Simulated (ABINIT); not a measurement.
Computed results, one entry a study.

### How the form of the self-energy moves the gap of MgH2 (P4_2/mnm)

Symmetry: P4_2/mnm, No. 136, tetragonal system. The conventional cell has a = 4.517 Å, b = 4.517 Å, c = 3.020 Å, α = 90.00°, β = 90.00°, γ = 90.00°. Nearest to Mg lie 6 H at 1.95 Å. Nearest to H lie 3 Mg at 1.95 Å. Farther neighbours, and contacts between anions beyond the nearest, are not listed.

```
method                                   : RPA screening on PBE, plane waves, norm-conserving pseudopotentials (and 5 further levels or steps)
program                                  : ABINIT 10.8.3
settings                                 : cutoff 38 Ha, PseudoDojo scalar-relativistic 0.4.1 standard, norm-conserving, ngkpt (4, 4, 4), nband 143, ecuteps 5.6 Ha, gwcalctyp 1, nfreqim 16, inclvkb 2, shiftk (0, 0, 0), symchi 1, awtr 1, frequency ac, 4×4×4 k-mesh
cost                                     : 13 runs, 12 min in all on 8 MPI ranks of Arm Neoverse V2, shared host
notes                                    : The program’s warnings: nkpt*nsppol () is not a multiple of nproc spkpt (). The cell and positions come from the Crystallography Open Database and are kept as given unless a step says otherwise. Static COHSEX lies above G0W0: it lacks the factor Z and overstates the Coulomb hole of the filled states. The 4×4×4 mesh is coarse for this cell, which bears on the long-range parts of exchange and screening.
G0W0, Godby-Needs plasmon pole           : 5.914 eV
G0W0, Hybertsen-Louie plasmon pole       : 6.068 eV
G0W0, von der Linden-Horsch plasmon pole : 6.055 eV
G0W0, Engel-Farid plasmon pole           : 5.938 eV
one-shot SEX                             : 5.077 eV
one-shot COHSEX                          : 7.028 eV
one-shot Hartree-Fock                    : 11.583 eV
G0W0, contour deformation                : 5.875 eV
G0W0, analytic continuation              : 5.888 eV
known limits                             : short of the basis limit; coarse k mesh
```

G0W0, Hybertsen-Louie plasmon pole: +0.154 eV against G0W0, Godby-Needs plasmon pole. G0W0, von der Linden-Horsch plasmon pole: +0.141 eV against G0W0, Godby-Needs plasmon pole.

[Long decimals in the printed logs are rounded to 6 places.]

[Logs are printed without paths, hosts, clocks, repeated set-up lines and the standing remarks that a program may print on its own settings, such as how far it seeks lower states.]

[Paths, hosts, dates, memory and timing lines, banners, echoed tables and standing remarks are left out of the program output; an Ansatz launch command may be rebuilt from the run's recorded settings. Measured values are a selection of at most five: reports struck by readers or far from the other reports are left out. None is set beside runs whose start may be inverted or whose files or cutoffs have a known fault.]

[Runs of the session that timed out or met a known fault of the program may be left out.]

[Hosts, paths, dates, database ids (printed as entryN), source tags and the programs' standing remarks are cut or masked in the printed files.]

[G0W0 gaps are taken among the corrected bands and points alone; a level outside them can change the order at an edge.]

[Where Ansatz stands beside ABINIT at settings called matched, ABINIT's density can come from a denser mesh and the files from another edition; pairs whose starting gaps differed by over 0.03 eV were left out, so agreement reads better than it is.]
